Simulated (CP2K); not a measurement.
Two runs for the C K edge of dimethyl sulfide. Run A: CP2K XAS_TDP, all-electron GAPW, PBEh(45%), aug-cc-pVDZ, TDA, no relativity. Run B differs in one setting.

First lines with a strength over 0.0015. A:

```
                             atom  energy (eV)  states  strength, one atom
C1 (bonded to S and 3 H), 2 alike       283.97       1              0.0360
                                        284.37       1              0.0079
                                        285.07       1              0.0200
                                        285.19       1              0.0222
                                        285.66       1              0.0057
```

B:

```
                             atom  energy (eV)  states  strength, one atom
C1 (bonded to S and 3 H), 2 alike       289.96       1              0.0352
                                        290.36       1              0.0077
                                        291.06       1              0.0196
                                        291.17       1              0.0217
                                        291.64       1              0.0056
```

Q: Which was it: the functional, GW2X switched on, scalar relativity switched on, the basis?

GW2X switched on. GW2X shifts an atom's lines together and keeps their spacings. Against PBEh(45%) in aug-cc-pVDZ, the leading line moves by +5.99 eV, to 289.96 eV.

[Banner, clock and machine lines of the logs are left out without a mark of their own.]

[Logs are printed without paths, hosts, clocks, repeated set-up lines and the standing remarks that a program may print on its own settings, such as how far it seeks lower states.]

[Hosts, paths, dates, database ids (printed as entryN), source tags and the programs' standing remarks are cut or masked in the printed files.]
